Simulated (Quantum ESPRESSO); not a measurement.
Computed results, one entry a study.

```xyz
2
Lattice="2.724 0.000 0.000 0.000 2.724 0.000 0.000 0.000 3.720" Properties=species:S:1:pos:R:3 pbc="T T T" subject="FePt (Tetraferroplatinum): spin spirals in supercells" method="PBE; plane waves with Ansatz NC SR PBE potentials, no spin-orbit coupling, flat spiral in a supercell (and 1 further level or step)" program="Quantum ESPRESSO 7.5" settings_of_one_run="Ansatz NC SR PBE, potential files Fe: Fe.upf, Pt: Pt.upf, cutoff 1034.03 eV, 12×6×6 k-mesh, 48 bands, fermi-dirac occupations, smearing width 0.136 eV, SCF threshold 2.00e-8, q (0, 0, 0) reciprocal lattice, mesh matched on, starting moments 2.8 0 μB" cost="5 runs, 78 min in all on 4 MPI ranks of Arm Neoverse V1, shared host (the runs of this entry)" notes="Known weakness: gga takes another form for collinear and canted starts. Here a and a* are vectors of the cell in the input, which need not be the conventional cell, and only this direction was probed. The mesh is coarse, so differences of some ten meV can be noise in a metal." lowest_point="q = 0 along a*, 0 meV a seeded atom" highest_point="q = 0.25, 17.0 meV a seeded atom"
Fe    0.000    0.000    0.000
Pt    1.362    1.362    1.860
```

[Logs and program files are shortened in this print: banners, set-up blocks, solver, clock and traceback lines can be left out without a mark of their own.]

[Logs are printed without paths, hosts, clocks, repeated set-up lines and the standing remarks that a program may print on its own settings, such as how far it seeks lower states.]

[Hosts, paths, dates, database ids (printed as entryN), source tags and the programs' standing remarks are cut or masked in the printed files.]

[Where a cell is said to come from a database of computed structures, the database is the Materials Project.]
